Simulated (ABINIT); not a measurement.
# Nb (Im-3m): phonons by linear response, part 2 of 3

How does Nb (Im-3m) vibrate, and is this structure a minimum?

ABINIT 10.8.3; DFT PBE, scalar-relativistic, plane waves, PseudoDojo norm-conserving pseudopotentials.

So far. Step 3 (Relaxation): The volume changes by -1.5 % in this run and stands -1.5 % from the first cell. Step 4 (Ground state): The cell stands at -0.57 GPa: the relaxation ran with a smoothed and higher cutoff, and the difference is a stress of the finite basis. The relaxed cell has a = 3.311 Å (conventional setting).

The database entry behind the starting cell differs from later determinations by our own check (about 0.8 % long, hydrogen-cycled sample), so it need not match the best structure at ambient conditions.

## 5. Linear response at Γ

At q = 0 one unit cell holds all displacements. The response is solved for single atoms along the cell's directions, and symmetry skips those that follow from others. The crystal is treated as a metal, which screens a static field, so no field response is asked.

Contents of dfpt_gamma.abi:

```

# common to the responses
getwfk_filepath "gso_WFK"
kptopt 2
nqpt 1
qpt 0.0 0.0 0.0
asr 0
chneut 0

# displacements
rfphon 1
rfatpol 1 1
rfdir 1 1 1
tolvrs 1.0d-10
prtwf 0
prtpot 1

# basis, mesh and filling
ecut 37.0
ngkpt 12 12 12
nshiftk 1
shiftk 0.0 0.0 0.0
istwfk *1
occopt 7
tsmear 0.01
nband 12
nstep 100
diemac 1000000.0
prtebands 0
prtgsr 0

# cell and atoms
acell 3*1.0 Angstrom
rprim 
    -1.655417213 1.655417213 1.655417213
    1.655417213 -1.655417213 1.655417213
    1.655417213 1.655417213 -1.655417213
ntypat 1
znucl 41
natom 1
typat 1
xred 
    0.0 0.0 0.0
pp_dirpath "./pseudo"
pseudos "Nb.upf"
```

Started as:

```bash
$ OMP_NUM_THREADS=1 mpirun -n 4 abinit dfpt_gamma.abi > dfpt_gamma.log
```

Numbers of over 12 decimals in the logs are rounded to 6 here.

dfpt_gamma.abo, the main output file:

```text
[banners, grids, parts of the stress and lines that vanish by symmetry left out]
- input  file    -> dfpt_gamma.abi
- output file    -> dfpt_gamma.abo
- root for input  files -> dfpt_gammai
- root for output files -> dfpt_gammao

 Symmetries : space group Im -3 m (#229); Bravais cI (body-center cubic)
================================================================================
 Values of the parameters that define the memory need of the present run (RF).
     intxc =       0      iscf =       7    lmnmax =       6     lnmax =       6
     mgfft =      30  mpssoang =       3    mqgrid =    3001     natom =       1
  nloc_mem =       1    nspden =       1   nspinor =       1    nsppol =       1
      nsym =      48    n1xccc =    2501    ntypat =       1    occopt =       7
   xclevel =       2
-    mband =          12        mffmem =           1         mkmem =         217
-   mkqmem =         217        mk1mem =         217           mpw =        1333
      nfft =       27000          nkpt =         868
- my_mband =          12
================================================================================
================================================================================

--------------------------------------------------------------------------------
------------- Echo of variables that govern the present computation ------------
--------------------------------------------------------------------------------
-
- outvars: echo of selected default values
-   iomode0 =  0 , fftalg0 =312 , wfoptalg0 =  0
-
- outvars: echo of global parameters not present in the input file
-  max_nthreads =    1
-
 -outvars: echo values of preprocessed input variables --------
            acell      1.8897261259E+00  1.8897261259E+00  1.8897261259E+00 Bohr
              amu      9.29063800E+01
              asr           0
           chneut           0
             ecut      3.70000000E+01 Hartree
-          fftalg         312
           istwfk        1    0    0    0    0    0    1    0    0    0
                         0    0    0    0    0    0    0    0    0    0
                         0    0    0    0    0    0    0    0    0    0
                         0    0    0    0    0    0    0    0    0    0
                         0    0    0    0    0    0    0    0    0    0
                       outvar_i_n : Printing only first  50 k-points.
              ixc     -101130
              kpt      0.00000000E+00  0.00000000E+00  0.00000000E+00
                       8.33333333E-02  0.00000000E+00  0.00000000E+00
                       1.66666667E-01  0.00000000E+00  0.00000000E+00
                       2.50000000E-01  0.00000000E+00  0.00000000E+00
                       [...]
                       outvar_i_n : Printing only first  50 k-points.
           kptopt           2
         kptrlatt       12    0    0      0   12    0      0    0   12
          kptrlen      6.50201860E+01
P           mkmem         217
P          mkqmem         217
P          mk1mem         217
            natom           1
            nband          12
           nbdbuf           2
            ngfft          30      30      30
             nkpt         868
             nqpt           1
            nstep         100
             nsym          48
           ntypat           1
              occ      2.000000  2.000000  2.000000  2.000000  2.000000  2.000000
                       1.000000  0.000000  0.000000  0.000000  0.000000  0.000000
                       2.000000  2.000000  2.000000  2.000000  2.000000  2.000000
                       1.000000  0.000000  0.000000  0.000000  0.000000  0.000000
                       [...]
                       prtocc : prtvol=0, do not print more k-points.
           occopt           7
        optdriver           1
        prtebands           0
           prtgsr           0
           prtpot           1
            prtwf           0
           rfphon           1
            rprim     -1.6554172130E+00  1.6554172130E+00  1.6554172130E+00
                       1.6554172130E+00 -1.6554172130E+00  1.6554172130E+00
                       1.6554172130E+00  1.6554172130E+00 -1.6554172130E+00
          spgroup         229
           symrel      1  0  0   0  1  0   0  0  1      -1  0  0   0 -1  0   0  0 -1
                      -1 -1 -1   0  0  1   0  1  0       1  1  1   0  0 -1   0 -1  0
                       0  1  0   1  0  0  -1 -1 -1       0 -1  0  -1  0  0   1  1  1
                       0  0  1  -1 -1 -1   1  0  0       0  0 -1   1  1  1  -1  0  0
                       [...]
           tolvrs      1.00000000E-10
            typat      1
              wtk        0.00058    0.00116    0.00116    0.00116    0.00116    0.00116
                         0.00058    0.00116    0.00116    0.00116    0.00116    0.00116
                         0.00116    0.00116    0.00116    0.00116    0.00116    0.00116
                         0.00116    0.00116    0.00116    0.00116    0.00116    0.00116
                       [...]
                       outvars : Printing only first  50 k-points.
            znucl       41.00000

================================================================================

 chkinp: Checking input parameters for consistency.

================================================================================
== DATASET  1 ==================================================================
-   mpi_nproc: 4, omp_nthreads: 1 (-1 if OMP is not activated)

--- !DatasetInfo
iteration_state: {dtset: 1, }
dimensions: {natom: 1, nkpt: 868, mband: 12, nsppol: 1, nspinor: 1, nspden: 1, mpw: 1333, }
cutoff_energies: {ecut:  37.0, pawecutdg:  -1.0, }
electrons: {nelect:   1.30000000E+01, charge:   0.00000000E+00, occopt:   7.00000000E+00, tsmear:   1.00000000E-02, }
meta: {optdriver: 1, rfphon: 1, }
...

 mkfilename: getwfk from: gso_WFK

 Real(R)+Recip(G) space primitive vectors, cartesian coordinates (Bohr,Bohr^-1):
 R(1)= -3.1282852  3.1282852  3.1282852  G(1)=  0.0000000  0.1598320  0.1598320
 R(2)=  3.1282852 -3.1282852  3.1282852  G(2)=  0.1598320  0.0000000  0.1598320
 R(3)=  3.1282852  3.1282852 -3.1282852  G(3)=  0.1598320  0.1598320  0.0000000
 Unit cell volume ucvol=  1.2245570E+02 bohr^3
 Angles (23,13,12)=  1.09471221E+02  1.09471221E+02  1.09471221E+02 degrees
 setup1 : take into account q-point for computing boxcut.

 getcut: wavevector=  0.0000  0.0000  0.0000  ngfft=  30  30  30
         ecut(hartree)=     37.000   => boxcut(ratio)=   2.02203

--- Pseudopotential description ------------------------------------------------
- pspini: atom type   1  psp file is ./pseudo/Nb.upf

   2.04165821E+02                                ecore*ucvol(ha*bohr**3)
--------------------------------------------------------------------------------

 ==>  initialize data related to q vector <==

 The list of irreducible perturbations for this q vector is:
    1)    idir= 1    ipert=   1

================================================================================

 The perturbation idir=   2  ipert=   1 is
 symmetric of a previously calculated perturbation.
 So, its SCF calculation is not needed.

 The perturbation idir=   3  ipert=   1 is
 symmetric of a previously calculated perturbation.
 So, its SCF calculation is not needed.

--------------------------------------------------------------------------------
 Perturbation wavevector (in red.coord.)   0.000000  0.000000  0.000000
 Perturbation : displacement of atom   1   along direction   1
 Found     6 symmetries that leave the perturbation invariant.
 symkpt : the number of k-points, thanks to the symmetries,
 is reduced to   189 .

--------------------------------------------------------------------------------

--------------------------------------------------------------------------------

 dfpt_looppert : total number of electrons, from k and k+q
  fully or partially occupied states are    1.300000E+01 and    1.300000E+01.
 Initialisation of the first-order wave-functions :
  ireadwf=   0

--- !BeginCycle
iteration_state: {dtset: 1, }
solver: {iscf: 7, nstep: 100, nline: 4, wfoptalg: 0, }
tolerances: {tolvrs: 1.00E-10, }
...

     iter   2DEtotal(Ha)        deltaE(Ha) residm    vres2
-ETOT  1  0.532810     -1.597E+03 8.876E+00 5.541E+02
 ETOT  2  1.42066943831196E-02 -5.186E-01 6.402E-02 2.208E+01
 ETOT  3  3.83208477160224E-04 -1.382E-02 2.513E-04 1.705E+00
 ETOT  4 -4.28778890409376E-04 -8.120E-04 6.795E-05 2.870E-03
 ETOT  5 -4.29915864970098E-04 -1.137E-06 1.636E-06 3.445E-05
 ETOT  6 -4.29924465834119E-04 -8.601E-09 8.301E-08 5.501E-08
 ETOT  7 -4.29924449008467E-04  1.683E-11 4.921E-09 4.019E-10
 ETOT  8 -4.29924432410189E-04  1.660E-11 2.884E-10 1.927E-12

 At SCF step    8       vres2   =  1.93E-12 < tolvrs=  1.00E-10 =>converged.
================================================================================

 ----iterations are completed or convergence reached----

 Mean square residual over all n,k,spin=   32.148E-14; max=  28.841E-11

 Thirteen components of 2nd-order total energy (hartree) are
 1,2,3: 0th-order hamiltonian combined with 1st-order wavefunctions
     kin0=   1.27924875E+03 eigvalue=   6.27019482E+01  local=  -1.00300287E+03
 4,5,6: 1st-order hamiltonian combined with 1st and 0th-order wfs
 loc psp =  -1.42698663E+03  Hartree=   3.71827233E+02     xc=  -1.01950434E+02
 note that "loc psp" includes a xc core correction that could be resolved
 7,8,9: eventually, occupation + non-local contributions
    edocc=   2.20403059E+02     enl0=   7.68134924E+02   enl1=  -1.76773860E+03
 1-9 gives the relaxation energy (to be shifted if some occ is /=2.0)
   erelax=  -1.59736261E+03
 10,11,12 Non-relaxation  contributions : frozen-wavefunctions and Ewald
 fr.local=   7.14744084E+02 fr.nonlo=   8.83869484E+02  Ewald=   0.00000000E+00
 13,14 Frozen wf xc core corrections (1) and (2)
 frxc 1  =  -1.37161205E+02  frxc 2 =   1.35909818E+02
 Resulting in :
 2DEtotal=   -0.4299244324E-03 Ha. Also 2DEtotal=   -0.116988397869E-01 eV
    (2DErelax=   -1.5973626109E+03 Ha. 2DEnonrelax=    1.5973621810E+03 Ha)
    (  non-var. 2DEtotal :   -4.3024140405E-04 Ha)

================================================================================

 ---- first-order wavefunction calculations are completed ----

 ==> Compute Derivative Database <==

  2nd-order matrix (non-cartesian coordinates, masses not included,
   asr not included )
     j1       j2             matrix element
  dir pert dir pert     real part     imaginary part

   1    1   1    1        -0.0004302443         0.0000000000
   1    1   2    1         0.0001434148         0.0000000000
   1    1   3    1         0.0001434148         0.0000000000
   1    1   2    3         0.0000000000         0.0000000000
   1    1   3    3         0.0000000000         0.0000000000

   2    1   1    1         0.0001434148         0.0000000000
   2    1   2    1        -0.0004302443         0.0000000000
   2    1   3    1         0.0001434148         0.0000000000
   2    1   1    3         0.0000000000         0.0000000000
   2    1   3    3         0.0000000000         0.0000000000

   3    1   1    1         0.0001434148         0.0000000000
   3    1   2    1         0.0001434148         0.0000000000
   3    1   3    1        -0.0004302443         0.0000000000
   3    1   1    3         0.0000000000         0.0000000000
   3    1   2    3         0.0000000000         0.0000000000

   1    3   2    1         0.0000000000         0.0000000000
   1    3   3    1         0.0000000000         0.0000000000

   2    3   1    1         0.0000000000         0.0000000000
   2    3   3    1         0.0000000000         0.0000000000

   3    3   1    1         0.0000000000         0.0000000000
   3    3   2    1         0.0000000000         0.0000000000

  Dynamical matrix, in cartesian coordinates,
   if specified in the inputs, asr has been imposed
     j1       j2             matrix element
  dir pert dir pert     real part    imaginary part

   1    1   1    1        -0.0000146548         0.0000000000
   1    1   2    1        -0.0000000000         0.0000000000
   1    1   3    1        -0.0000000000         0.0000000000

   2    1   1    1        -0.0000000000         0.0000000000
   2    1   2    1        -0.0000146548         0.0000000000
   2    1   3    1        -0.0000000000         0.0000000000

   3    1   1    1        -0.0000000000         0.0000000000
   3    1   2    1        -0.0000000000         0.0000000000
   3    1   3    1        -0.0000146548         0.0000000000

  Phonon wavevector (reduced coordinates) :  0.00000  0.00000  0.00000
 Phonon energies in Hartree :
  -9.302245E-06 -9.302245E-06 -9.302245E-06
 Phonon frequencies in cm-1    :
- -2.041607E+00 -2.041607E+00 -2.041607E+00

== END DATASET(S) ==============================================================
================================================================================

 -outvars: echo values of variables after computation
            acell      1.8897261259E+00  1.8897261259E+00  1.8897261259E+00 Bohr
           etotal     -4.2992443241E-04
            fcart      0.0000000000E+00  0.0000000000E+00  0.0000000000E+00
           strten      0.0000000000E+00  0.0000000000E+00  0.0000000000E+00
================================================================================
```

Run time: 16 s. Hardware: 4 MPI ranks of Arm Neoverse V2, shared host; 65 s of CPU time.

With one atom there are acoustic modes alone, which should vanish; they come out at 2.04 cm⁻¹ in size, the error that the sum rule removes later.

## 6. Phonons on a q mesh

Linear response treats each wavevector of the 4×4×4 mesh in the unit cell; the first-order potentials are kept for the electron-phonon matrix elements.

Contents of dfpt_q.abi:

```
ndtset 7

# wavevectors
qpt1 0.25 0.0 0.0
qpt2 0.5 0.0 0.0
qpt3 0.25 0.25 0.0
qpt4 0.25 0.25 0.25
qpt5 -0.25 0.25 0.25
qpt6 0.5 0.5 0.25
qpt7 0.5 0.5 0.5

# displacements
getwfk_filepath "gso_WFK"
getwfq_filepath "gso_WFK"
kptopt 3
nqpt 1
rfphon 1
rfatpol 1 1
rfdir 1 1 1
tolvrs 1.0d-10
prtwf 0
prtpot 1

# basis, mesh and filling
ecut 37.0
ngkpt 12 12 12
nshiftk 1
shiftk 0.0 0.0 0.0
istwfk *1
occopt 7
tsmear 0.01
nband 12
nstep 100
diemac 1000000.0
prtebands 0
prtgsr 0

# cell and atoms
acell 3*1.0 Angstrom
rprim 
    -1.655417213 1.655417213 1.655417213
    1.655417213 -1.655417213 1.655417213
    1.655417213 1.655417213 -1.655417213
ntypat 1
znucl 41
natom 1
typat 1
xred 
    0.0 0.0 0.0
pp_dirpath "./pseudo"
pseudos "Nb.upf"
```

Started as:

```bash
$ OMP_NUM_THREADS=1 mpirun -n 4 abinit dfpt_q.abi > dfpt_q.log
```

dfpt_q.abo, the main output file:

```text
[banners, grids, parts of the stress and lines that vanish by symmetry left out]
- input  file    -> dfpt_q.abi
- output file    -> dfpt_q.abo
- root for input  files -> dfpt_qi
[...]
DATASET    1 : space group Im -3 m (#229); Bravais cI (body-center cubic)
[...]
nfft =       27000          nkpt =        1728
[...]
DATASET    2 : space group Im -3 m (#229); Bravais cI (body-center cubic)
[...]
nfft =       27000          nkpt =        1728
[...]
DATASET    3 : space group Im -3 m (#229); Bravais cI (body-center cubic)
[...]
nfft =       27000          nkpt =        1728
[...]
DATASET    4 : space group Im -3 m (#229); Bravais cI (body-center cubic)
[...]
nfft =       27000          nkpt =        1728
[...]
DATASET    5 : space group Im -3 m (#229); Bravais cI (body-center cubic)
[...]
nfft =       27000          nkpt =        1728
[...]
DATASET    6 : space group Im -3 m (#229); Bravais cI (body-center cubic)
[...]
nfft =       27000          nkpt =        1728
[...]
DATASET    7 : space group Im -3 m (#229); Bravais cI (body-center cubic)
[...]
nfft =       27000          nkpt =        1728
[...]
== DATASET  1 ==================================================================
[...]
cutoff_energies: {ecut:  37.0, pawecutdg:  -1.0, }
[...]
Perturbation : displacement of atom   1   along direction   1
[...]
-ETOT  1   46.080111341353     -1.878E+03 8.858E+00 9.481E+05
 ETOT  2   365.86855514202      3.198E+02 8.592E-01 7.684E+06
 ETOT  3   1.773649     -3.641E+02 6.686E-01 4.114E+03
 ETOT  4   1.557158     -2.165E-01 2.045E-03 4.511E+00
 ETOT  5   1.556744     -4.140E-04 7.588E-05 8.527E-03
[...]
At SCF step   12       vres2   =  5.18E-12 < tolvrs=  1.00E-10 =>converged.
[...]
Perturbation : displacement of atom   1   along direction   2
[...]
-ETOT  1   1.366948     -1.609E+03 8.851E+00 5.279E+02
[...]
At SCF step   12       vres2   =  2.96E-14 < tolvrs=  1.00E-10 =>converged.
[...]
Phonon wavevector (reduced coordinates) :  0.25000  0.00000  0.00000
 Phonon energies in Hartree :
[...]
Phonon frequencies in cm-1    :
-  7.546597E+01  9.586114E+01  1.406202E+02
[...]
== DATASET  2 ==================================================================
[...]
cutoff_energies: {ecut:  37.0, pawecutdg:  -1.0, }
[...]
- 41.00000  13.00000  171031                  znucl, zion, pspdat
[...]
Perturbation : displacement of atom   1   along direction   1
[...]
-ETOT  1   5.343068     -1.762E+03 1.106E+01 1.110E+02
[...]
ETOT 10   4.953459     -1.637E-11 1.093E-09 4.132E-10
 ETOT 11   4.953459      1.501E-11 1.161E-10 4.131E-14
 At SCF step   11       vres2   =  4.13E-14 < tolvrs=  1.00E-10 =>converged.
[...]
Phonon wavevector (reduced coordinates) :  0.50000  0.50000  0.50000
 Phonon energies in Hartree :
[...]
Phonon frequencies in cm-1    :
-  2.190629E+02  2.190629E+02  2.190629E+02
[...]
fcart7     0.0000000000E+00  0.0000000000E+00  0.0000000000E+00
       
================================================================================
```

The job ended after 25 min (4 MPI ranks; 1.6 h of CPU time).

Numbers from this step:

| Item | Value |
| --- | --- |
| lowest mode on the q mesh (acoustic ones at the zone centre apart) | 75.47 cm⁻¹ |

Frequencies (cm⁻¹) before the sum rule at the irreducible wavevectors but Γ, which is solved apart; negative means imaginary. Frequencies by wavevector:

| q (fractions) | star | mode 1 | mode 2 | mode 3 |
| --- | --- | --- | --- | --- |
| 0.25 0 0 | 12 | 75.47 | 95.86 | 140.6 |
| 0.5 0 0 | 6 | 141.9 | 172.3 | 185.9 |
| 0.25 0.25 0 | 24 | 129.8 | 131.3 | 197.3 |
| 0.25 0.25 0.25 | 2 | 171.2 | 171.2 | 171.2 |
| -0.25 0.25 0.25 | 6 | 112.7 | 112.7 | 198 |
| 0.5 0.5 0.25 | 12 | 147.2 | 191.4 | 194.6 |
| 0.5 0.5 0.5 | 1 | 219.1 | 219.1 | 219.1 |

(Part 2 of 3 ends here.)

[Host names and launcher messages were left out of these logs when they were recorded.]

[Logs are printed without paths, hosts, clocks, repeated set-up lines and the standing remarks that a program may print on its own settings, such as how far it seeks lower states.]

[Hosts, paths, dates, database ids (printed as entryN), source tags and the programs' standing remarks are cut or masked in the printed files.]
